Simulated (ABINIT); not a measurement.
**Completion of the band sum in GW: Tellurium (P3_121, 3 atoms a cell)**

Wanted: gap and time of Tellurium (P3_121, 3 atoms a cell) with truncated and completed band sums.

Program: ABINIT 10.8.3. Level of theory: PBE and many-body steps on it, plane waves. Values are calculated unless marked as measured.

The database entry behind the starting cell differs from other determinations of this structure, so it need not match the best structure at room temperature.

### 1. The system as given

Symmetry: P3_121, No. 152, trigonal system. The conventional cell has a = 4.454 Å, b = 4.454 Å, c = 5.924 Å, α = 90.00°, β = 90.00°, γ = 120.00°. Nearest to Te lie 2 Te at 2.86 Å.

Structure file:

```cif
data_structure
_symmetry_space_group_name_H-M 'P 1'
_symmetry_Int_Tables_number 1
_cell_length_a 4.4540
_cell_length_b 4.4540
_cell_length_c 5.9240
_cell_angle_alpha 90.000
_cell_angle_beta 90.000
_cell_angle_gamma 120.000
_cell_volume 101.78
loop_
_atom_site_label
_atom_site_type_symbol
_atom_site_fract_x
_atom_site_fract_y
_atom_site_fract_z
_atom_site_occupancy
Te1 Te 0.26900 0.00000 0.33333 1
Te2 Te 0.00000 0.26900 0.66667 1
Te3 Te 0.73100 0.73100 0.00000 1
```

The cell and positions come from the Crystallography Open Database and are kept as given unless a step says otherwise.

### 2. Empty states on the mesh, 3×3×2 mesh, 265 bands

This step: ABINIT 10.8.3; DFT, PBE, plane waves, norm-conserving pseudopotentials.

The sums over transitions need many empty states on a uniform mesh; this step solves for them.

run.abi

```
acell 3*1.0 Angstrom
rprim 
  4.454000000025 -0.000000000006 0.000000000000
  -2.227000000008 3.857277148481 0.000000000000
  0.000000000000 0.000000000000 5.924000000000
ntypat 1
znucl 52
natom 3
typat 1 1 1
xred 
  0.269000000000 0.000000000000 0.333333333333
  0.000000000000 0.269000000000 0.666666666667
  0.731000000000 0.731000000000 -0.000000000000
pp_dirpath "pseudos"
pseudos "Te.upf"
ecut 34
ngkpt 3 3 2
nshiftk 1
shiftk 0 0 0
kptopt 1
chksymbreak 0
iscf -2
irdden 1
istwfk *1
nband 265
nbdbuf 24
tolwfr 1e-09
nstep 60
prtvol 0
indata_prefix "in"
outdata_prefix "out"
tmpdata_prefix "tmp"
```

Launch:

```sh
OMP_NUM_THREADS=1 mpirun -n 4 abinit run.abi > log
```

Standard output:

```text
.Version 10.8.3 of ABINIT. v10.8.2 released Aug 2026.

 Symmetries : space group P3_1 2 1 (#152); Bravais hP (primitive hexag.)
[... echo of the input left out ...]
== DATASET  1 ==================================================================
-   mpi_nproc: 4, omp_nthreads: 1 (-1 if OMP is not activated)

--- !DatasetInfo
iteration_state: {dtset: 1, }
dimensions: {natom: 3, nkpt: 6, mband: 265, nsppol: 1, nspinor: 1, nspden: 1, mpw: 6557, }
cutoff_energies: {ecut:  34.0, pawecutdg:  -1.0, }
[...]
3.41131    3.44203    3.45667    3.45667    3.48854    3.53430    3.53431    3.54484
   3.55336    3.55336    3.60476    3.60492    3.60566    3.64154    3.65141    3.66861
   3.67678
 prteigrs : prtvol=0 or 1, do not print more k-points.

== END DATASET(S) ==============================================================
================================================================================

 -outvars: echo values of variables after computation  --------
            nband         265
             nkpt           6
          spgroup         152
 [... the other variables as echoed above ...]

 Calculation completed.
```

The job ended after 2.1 min (4 MPI ranks of Arm Neoverse V2, shared host; peak memory 0.52 GiB; 8.4 min of CPU time).

Read from the output:

- gap: 0.1739 eV
- k of the valence top: 0.3333, 0.3333, 0.5
- k of the conduction bottom: 0.3333, 0.3333, 0.5
- least direct gap: 0.1739 eV
- k points computed: 6
- lowest point of the top converged band, above the valence top: 85.6495 eV

On this mesh the gap is 0.174 eV.

The density comes from a self-consistent run that is not shown.

### 3. Screening, 3×3×2 mesh, 241 bands, screening to 152.4 eV

The RPA dielectric matrix is built and inverted for each q.

This step: RPA screening on PBE, plane waves, norm-conserving pseudopotentials.

Edit run.abi of step 2 so:

```diff
@@ -21,10 +21,11 @@
 chksymbreak 0
-iscf -2
-irdden 1
 istwfk *1
-nband 265
-nbdbuf 24
-tolwfr 1e-09
-nstep 60
-prtvol 0
+occopt 1
+irdwfk 1
+optdriver 3
+nband 241
+ecuteps 5.6
+inclvkb 2
+awtr 1
+symchi 1
 indata_prefix "in"
```

Standard output:

```text
.Version 10.8.3 of ABINIT. v10.8.2 released Aug 2026.

 Symmetries : space group P3_1 2 1 (#152); Bravais hP (primitive hexag.)
[... echo of the input left out ...]
== DATASET  1 ==================================================================
-   mpi_nproc: 4, omp_nthreads: 1 (-1 if OMP is not activated)

--- !DatasetInfo
iteration_state: {dtset: 1, }
dimensions: {natom: 3, nkpt: 6, mband: 241, nsppol: 1, nspinor: 1, nspden: 1, mpw: 6557, }
cutoff_energies: {ecut:  34.0, pawecutdg:  -1.0, }
electrons: {nelect:   4.80000000E+01, charge:   0.00000000E+00, occopt:   1.00000000E+00, tsmear:   1.00000000E-02, }

 SCREENING: Calculation of the susceptibility and dielectric matrices

 Based on a program developped by R.W. Godby, V. Olevano, G. Onida, and L. Reining.
 Incorporated in ABINIT by V. Olevano, G.-M. Rignanese, and M. Torrent.
.Using double precision arithmetic ; gwpc =  8

[... cell and pseudopotentials left out ...]
--------------------------------------------------------------------------------

 ==== K-mesh for the wavefunctions ====
 Number of points in the irreducible wedge :     6
[... list of points left out ...]
 Together with  6 symmetry operations and time-reversal symmetry
 yields    18 points in the full Brillouin Zone.

 ==== Q-mesh for the screening function ====
 Number of points in the irreducible wedge :     6
[... list of points left out ...]
 Together with  6 symmetry operations and time-reversal symmetry
 yields    18 points in the full Brillouin Zone.

 setmesh: FFT mesh size selected  =    27x   27x   45
          total number of points  =        32805

 vcoul_init : cutoff-mode = AUXILIARY_FUNCTION
 q-points for optical limit:   1
     1)      0.000010    0.000020    0.000030

- screening: taking advantage of time-reversal symmetry
- Maximum band index for partially occupied states nbvw = 24
- Remaining bands to be divided among processors   nbcw = 217
- Number of bands treated by each node ~54

 Number of electrons calculated from density =   48.0000; Expected =   48.0000
 average of density, n =  0.069887
 r_s =    1.5060
 omega_plasma =   25.5009 [eV]

 calculating chi0 at frequencies [eV] :
  1    0.000000E+00    0.000000E+00
  2    0.000000E+00    2.550086E+01

--------------------------------------------------------------------------------
  q-point number  1        q = ( 0.000000, 0.000000, 0.000000) [r.l.u.]
--------------------------------------------------------------------------------
[... chi0 elements left out ...]
 For q-point:  0.000010 0.000020 0.000030
  dielectric constant =   1.65851E+03
  dielectric constant without local fields =   2.09901E+03

  Average fulfillment of the sum rule on Im[epsilon] for q-point    1 :     94.16  [%]
[... wings left out ...]
  q-point number  2        q = ( 0.333333, 0.000000, 0.000000) [r.l.u.]
--------------------------------------------------------------------------------
[... chi0 elements left out ...]
  Average fulfillment of the sum rule on Im[epsilon] for q-point    2 :    104.56  [%]

 [... 4 further q-points ...]
```

The job ended after 88 s (4 MPI ranks; peak memory 1.5 GiB; 5.8 min of CPU time).

Read from the output:

```
ε∞ with local fields, on this mesh    : 1659
ε∞ without local fields, on this mesh : 2099
plasma frequency                      : 25.50 eV
plane waves in the screening matrix   : 449
```

Local fields lower ε∞ by 21 %. The value itself is an artefact of the mesh, where one narrow direct gap carries too much weight.

### 4. 241 bands

The self-energy is evaluated for the states that the input lists, and the quasiparticle equation is solved.

This step: G0W0 on PBE, plane waves, norm-conserving pseudopotentials.

Edit run.abi of step 3 so:

```diff
@@ -24,8 +24,17 @@
 irdwfk 1
-optdriver 3
+optdriver 4
 nband 241
+gwcalctyp 0
+ecutsigx 34
+symsigma 1
+nkptgw 2
+kptgw 
+  0.3333333333 0.3333333333 0.5000000000
+  0.0000000000 0.0000000000 0.0000000000
+bdgw 
+  23 27
+  22 26
 ecuteps 5.6
-inclvkb 2
-awtr 1
-symchi 1
+irdscr 1
+ppmodel 1
 indata_prefix "in"
```

Standard output:

```text
.Version 10.8.3 of ABINIT. v10.8.2 released Aug 2026.

 Symmetries : space group P3_1 2 1 (#152); Bravais hP (primitive hexag.)
[... echo of the input left out ...]
== DATASET  1 ==================================================================
-   mpi_nproc: 4, omp_nthreads: 1 (-1 if OMP is not activated)

--- !DatasetInfo
iteration_state: {dtset: 1, }
dimensions: {natom: 3, nkpt: 6, mband: 241, nsppol: 1, nspinor: 1, nspden: 1, mpw: 6557, }
cutoff_energies: {ecut:  34.0, pawecutdg:  -1.0, }
electrons: {nelect:   4.80000000E+01, charge:   0.00000000E+00, occopt:   1.00000000E+00, tsmear:   1.00000000E-02, }

 SIGMA: Calculation of the GW corrections

 Based on a program developped by R.W. Godby, V. Olevano, G. Onida, and L. Reining.
 Incorporated in ABINIT by V. Olevano, G.-M. Rignanese, and M. Torrent.
.Using double precision arithmetic ; gwpc =  8

[... cell and pseudopotentials left out ...]
--------------------------------------------------------------------------------

 ==== K-mesh for the wavefunctions ====
 Number of points in the irreducible wedge :     6
[... list of points left out ...]
 Together with  6 symmetry operations and time-reversal symmetry
 yields    18 points in the full Brillouin Zone.

 ==== Q-mesh for screening function ====
 Number of points in the irreducible wedge :     6
[... list of points left out ...]
 Together with  6 symmetry operations and time-reversal symmetry
 yields    18 points in the full Brillouin Zone.

 vcoul_init : cutoff-mode = AUXILIARY_FUNCTION
 q-points for optical limit:   1
     1)      0.000010    0.000020    0.000030
 setmesh: FFT mesh size selected  =    40x   40x   60
          total number of points  =        96000

 Number of electrons calculated from density =   48.0000; Expected =   48.0000
 average of density, n =  0.069887
 r_s =    1.5060
 omega_plasma =   25.5009 [eV]

 === KS Band Gaps ===
  >>>> For spin  1
   Minimum direct gap =   0.1738 [eV], located at k-point      :   0.3333  0.3333  0.5000
   Fundamental gap    =   0.1738 [eV], Top of valence bands at :   0.3333  0.3333  0.5000
                                       Bottom of conduction at :   0.3333  0.3333  0.5000
 SIGMA fundamental parameters:
 PLASMON POLE MODEL  1
 number of plane-waves for SigmaX                 6557
 number of plane-waves for SigmaC and W            449
 number of plane-waves for wavefunctions          6557
 number of bands                                   241
 number of independent spin polarizations            1
 number of spinorial components                      1
 number of k-points in IBZ                           6
 number of q-points in IBZ                           6
 number of symmetry operations                       6
 number of k-points in BZ                           18
 number of q-points in BZ                           18
 number of frequencies for dSigma/dE                 9
 frequency step for dSigma/dE [eV]                0.25
 number of omega for Sigma on real axis              0
 max omega for Sigma on real axis  [eV]           0.00
 zcut for avoiding poles [eV]                     0.10

 EPSILON^-1 parameters (SCR file):
 dimension of the eps^-1 matrix on file            449
 dimension of the eps^-1 matrix used               449
 number of plane-waves for wavefunctions          6557
 number of bands                                   241
 number of q-points in IBZ                           6
 number of frequencies                               2
 number of real frequencies                          1
 number of imag frequencies                          1

 matrix elements of self-energy operator (all in [eV])

 Perturbative Calculation

--- !SelfEnergy_ee
iteration_state: {dtset: 1, }
kpoint     : [   0.333,    0.333,    0.500, ]
spin       : 1
KS_gap     :    0.174
QP_gap     :    0.497
Delta_QP_KS:    0.324
data: !SigmaeeData |
     Band     E0 <VxcDFT>   SigX SigC(E0)      Z dSigC/dE  Sig(E)    E-E0       E
       23   4.683 -12.381 -14.438   1.083   0.784  -0.275 -13.145  -0.763   3.920
       24   4.683 -12.381 -14.438   1.083   0.784  -0.275 -13.145  -0.763   3.920
       25   4.857 -11.885  -9.305  -3.139   0.786  -0.272 -12.324  -0.440   4.417
       26   6.003 -11.851  -9.094  -3.334   0.786  -0.273 -12.305  -0.453   5.550
       27   6.003 -11.851  -9.094  -3.334   0.786  -0.273 -12.305  -0.453   5.550

--- !SelfEnergy_ee
iteration_state: {dtset: 1, }
kpoint     : [   0.000,    0.000,    0.000, ]
spin       : 1
KS_gap     :    1.861
QP_gap     :    2.145
Delta_QP_KS:    0.285
data: !SigmaeeData |
     Band     E0 <VxcDFT>   SigX SigC(E0)      Z dSigC/dE  Sig(E)    E-E0       E
       22   3.007 -11.477 -14.257   1.824   0.776  -0.288 -12.219  -0.742   2.265
       23   3.007 -11.477 -14.257   1.824   0.776  -0.288 -12.219  -0.742   2.265
       24   3.836 -11.708 -14.430   1.693   0.779  -0.284 -12.509  -0.801   3.034
       25   5.696 -12.128  -9.580  -3.208   0.782  -0.279 -12.644  -0.517   5.179
       26   5.696 -12.128  -9.580  -3.208   0.782  -0.279 -12.644  -0.517   5.179

== END DATASET(S) ==============================================================
================================================================================

 -outvars: echo values of variables after computation  --------
           etotal      0.0000000000E+00
            nband         241
             nkpt           6
          spgroup         152
 [... the other variables as echoed above ...]

 Calculation completed.
```

Elapsed: 35 s, on 4 MPI ranks; peak memory 1.5 GiB; 2.4 min of CPU time.

This step gave:

| Item | Value |
| --- | --- |
| G0W0 gap on the mesh | 0.4970 eV |
| starting gap on the mesh | 0.1739 eV |
| k of the valence top | 0.3333, 0.3333, 0.5 |
| k of the conduction bottom | 0.3333, 0.3333, 0.5 |
| Z at the valence top | 0.784 |
| Z at the conduction bottom | 0.786 |
| least direct G0W0 gap on the computed points | 0.4970 eV |

The gap on the mesh goes from 0.17 eV to 0.50 eV, a correction of +0.32 eV.

### 5. Screening, 3×3×2 mesh, 43 bands, screening to 152.4 eV

This step: RPA screening on PBE, plane waves, norm-conserving pseudopotentials.

Edit run.abi of step 4 so:

```diff
@@ -24,17 +24,8 @@
 irdwfk 1
-optdriver 4
-nband 241
-gwcalctyp 0
-ecutsigx 34
-symsigma 1
-nkptgw 2
-kptgw 
-  0.3333333333 0.3333333333 0.5000000000
-  0.0000000000 0.0000000000 0.0000000000
-bdgw 
-  23 27
-  22 26
+optdriver 3
+nband 43
 ecuteps 5.6
-irdscr 1
-ppmodel 1
+inclvkb 2
+awtr 1
+symchi 1
 indata_prefix "in"
```

Standard output:

```text
.Version 10.8.3 of ABINIT. v10.8.2 released Aug 2026.

 Symmetries : space group P3_1 2 1 (#152); Bravais hP (primitive hexag.)
[... echo of the input left out ...]
== DATASET  1 ==================================================================
-   mpi_nproc: 4, omp_nthreads: 1 (-1 if OMP is not activated)

--- !DatasetInfo
iteration_state: {dtset: 1, }
dimensions: {natom: 3, nkpt: 6, mband: 43, nsppol: 1, nspinor: 1, nspden: 1, mpw: 6557, }
cutoff_energies: {ecut:  34.0, pawecutdg:  -1.0, }
electrons: {nelect:   4.80000000E+01, charge:   0.00000000E+00, occopt:   1.00000000E+00, tsmear:   1.00000000E-02, }

 SCREENING: Calculation of the susceptibility and dielectric matrices

 Based on a program developped by R.W. Godby, V. Olevano, G. Onida, and L. Reining.
 Incorporated in ABINIT by V. Olevano, G.-M. Rignanese, and M. Torrent.
.Using double precision arithmetic ; gwpc =  8

[... cell and pseudopotentials left out ...]
--------------------------------------------------------------------------------

 ==== K-mesh for the wavefunctions ====
 Number of points in the irreducible wedge :     6
[... list of points left out ...]
 Together with  6 symmetry operations and time-reversal symmetry
 yields    18 points in the full Brillouin Zone.

 ==== Q-mesh for the screening function ====
 Number of points in the irreducible wedge :     6
[... list of points left out ...]
 Together with  6 symmetry operations and time-reversal symmetry
 yields    18 points in the full Brillouin Zone.

 setmesh: FFT mesh size selected  =    27x   27x   45
          total number of points  =        32805

 vcoul_init : cutoff-mode = AUXILIARY_FUNCTION
 q-points for optical limit:   1
     1)      0.000010    0.000020    0.000030

- screening: taking advantage of time-reversal symmetry
- Maximum band index for partially occupied states nbvw = 24
- Remaining bands to be divided among processors   nbcw = 19
- Number of bands treated by each node ~4

 Number of electrons calculated from density =   48.0000; Expected =   48.0000
 average of density, n =  0.069887
 r_s =    1.5060
 omega_plasma =   25.5009 [eV]

 calculating chi0 at frequencies [eV] :
  1    0.000000E+00    0.000000E+00
  2    0.000000E+00    2.550086E+01

--------------------------------------------------------------------------------
  q-point number  1        q = ( 0.000000, 0.000000, 0.000000) [r.l.u.]
--------------------------------------------------------------------------------
[... chi0 elements left out ...]
 For q-point:  0.000010 0.000020 0.000030
  dielectric constant =   1.60760E+03
  dielectric constant without local fields =   2.09891E+03

  Average fulfillment of the sum rule on Im[epsilon] for q-point    1 :     22.65  [%]
[... wings left out ...]
  q-point number  2        q = ( 0.333333, 0.000000, 0.000000) [r.l.u.]
--------------------------------------------------------------------------------
[... chi0 elements left out ...]
  Average fulfillment of the sum rule on Im[epsilon] for q-point    2 :     31.96  [%]

 [... 4 further q-points ...]
```

The job ended after 9.1 s (4 MPI ranks; peak memory 0.72 GiB; 36 s of CPU time).

Numbers from this step:

```yaml
eps_infinity_with_local_fields_on_this_mesh: 1608
eps_infinity_without_local_fields_on_this_mesh: 2099
plasma_frequency: 25.50 eV
plane_waves_in_the_screening_matrix: 449
```

[end of part 1 of 2]

[Long decimals in the printed logs are rounded to 6 places.]

[Logs are printed without paths, hosts, clocks, repeated set-up lines and the standing remarks that a program may print on its own settings, such as how far it seeks lower states.]

[Paths, hosts, dates, memory and timing lines, banners, echoed tables and standing remarks are left out of the program output; an Ansatz launch command may be rebuilt from the run's recorded settings. Measured values are a selection of at most five: reports struck by readers or far from the other reports are left out. None is set beside runs whose start may be inverted or whose files or cutoffs have a known fault.]

[Runs of the session that timed out or met a known fault of the program may be left out.]

[Hosts, paths, dates, database ids (printed as entryN), source tags and the programs' standing remarks are cut or masked in the printed files.]

[G0W0 gaps are taken among the corrected bands and points alone; a level outside them can change the order at an edge.]

[Where Ansatz stands beside ABINIT at settings called matched, ABINIT's density can come from a denser mesh and the files from another edition; pairs whose starting gaps differed by over 0.03 eV were left out, so agreement reads better than it is.]
